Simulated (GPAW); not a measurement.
Consider SnO2 (Pnnm).

```
Sn O
1.0
     4.78800    0.00000    0.00000
     0.00000    4.86658    0.00000
     0.00000    0.00000    3.24090
Sn O
2 4
Direct
  0.00000 0.00000 0.00000
  0.50000 0.50000 0.50000
  0.70815 0.67896 0.00000
  0.20814 0.82104 0.50000
  0.79185 0.17896 0.50000
  0.29185 0.32104 0.00000
```

Absorber: atom 3, with 3 Sn at 2.09 Å (distorted trigonal planar, site symmetry m). Method: GPAW, LDA, full core hole (charged cell), 12-atom cell with 5.8 Å between holes, 5×5×5 k points, dipole transitions, Gaussian full width 0.9 eV up to 4 eV, rising linearly to 3.5 eV at 25 eV.

Q: Where do the maxima of the O K edge fall?

Main maxima up to 24 eV above the zero (height): 4.0 eV (2.29) and 9.4 eV (2.75). A K edge sees empty p states on the absorber. The total-energy difference plus the lowest empty eigenvalue puts the zero at 532.60 eV. One term is added: -8.83 eV, since the hole is spin-paired here and a spin-polarised one costs that much less in the free atom (computed apart). The photon energy is then 523.77 eV. The functional and the charged cell's background leave an error in such absolute values: in the free atom LDA prices this hole 4.1 eV below PBE (computed apart), and PBE is itself good to a few eV.

The O K spectrum (energy from the lowest empty level; intensity scaled to a mean of 1 over the first 20 eV; polarised curves are means over the symmetry-equivalent atoms):

| E (eV) | isotropic | ε ∥ x | ε ∥ y | ε ∥ z |
| --- | --- | --- | --- | --- |
| -2.0 | 0.00 | 0.00 | 0.00 | 0.00 |
| -1.0 | 0.00 | 0.00 | 0.00 | 0.00 |
| 0.0 | 0.00 | 0.00 | 0.00 | 0.00 |
| 1.0 | 0.07 | 0.07 | 0.06 | 0.08 |
| 2.0 | 0.43 | 0.38 | 0.38 | 0.54 |
| 3.0 | 1.40 | 1.23 | 1.25 | 1.71 |
| 4.0 | 2.29 | 1.46 | 1.56 | 3.84 |
| 5.0 | 1.12 | 0.83 | 0.82 | 1.70 |
| 6.0 | 0.49 | 0.49 | 0.48 | 0.50 |
| 7.0 | 1.26 | 1.10 | 1.07 | 1.62 |
| 8.0 | 1.76 | 1.59 | 1.62 | 2.06 |
| 9.0 | 2.59 | 2.58 | 2.59 | 2.61 |
| 10.0 | 2.39 | 2.77 | 2.84 | 1.56 |
| 11.0 | 1.64 | 1.95 | 1.97 | 0.99 |
| 12.0 | 1.00 | 1.15 | 1.10 | 0.76 |
| 13.0 | 0.49 | 0.58 | 0.50 | 0.40 |
| 14.0 | 0.32 | 0.39 | 0.37 | 0.21 |
| 15.0 | 0.30 | 0.35 | 0.34 | 0.21 |
| 16.0 | 0.38 | 0.38 | 0.40 | 0.36 |
| 17.0 | 0.51 | 0.47 | 0.57 | 0.50 |
| 18.0 | 0.61 | 0.58 | 0.71 | 0.55 |
| 19.0 | 0.64 | 0.64 | 0.73 | 0.55 |
| 20.0 | 0.64 | 0.66 | 0.69 | 0.57 |
| 21.0 | 0.68 | 0.72 | 0.68 | 0.62 |
| 22.0 | 0.75 | 0.82 | 0.69 | 0.75 |
| 23.0 | 0.83 | 0.85 | 0.69 | 0.95 |
| 24.0 | 0.93 | 0.86 | 0.72 | 1.21 |
| 25.0 | 1.06 | 0.92 | 0.80 | 1.45 |
| 26.0 | 1.14 | 0.97 | 0.89 | 1.54 |
| 27.0 | 1.10 | 0.95 | 0.94 | 1.41 |
| 28.0 | 1.03 | 0.90 | 1.00 | 1.19 |
| 29.0 | 1.05 | 0.93 | 1.12 | 1.10 |
| 30.0 | 1.18 | 1.10 | 1.27 | 1.17 |
| 31.0 | 1.31 | 1.31 | 1.37 | 1.26 |
| 32.0 | 1.31 | 1.40 | 1.36 | 1.17 |

The holes are only 5.8 Å apart, so the shape is probably not converged with cell size; no larger cell was run here. The mesh is coarse (0.27 Å⁻¹ between points), so small maxima may be mesh ripples. The structure is a computed Materials Project entry and may be a hypothetical form.

[Banner, clock and machine lines of the logs are left out without a mark of their own.]

[Logs are printed without paths, hosts, clocks, repeated set-up lines and the standing remarks that a program may print on its own settings, such as how far it seeks lower states.]

[Hosts, paths, dates, database ids (printed as entryN), source tags and the programs' standing remarks are cut or masked in the printed files.]

[Lists of maxima count a maximum above −3 eV only where it reaches 4 % of the highest in the window and stands out from its surroundings by 2 % of it (1.5 % where it reaches 55 %); shoulders and weaker maxima are passed over, and of the rest the first, up to two pre-edge ones and the few strongest are named.]
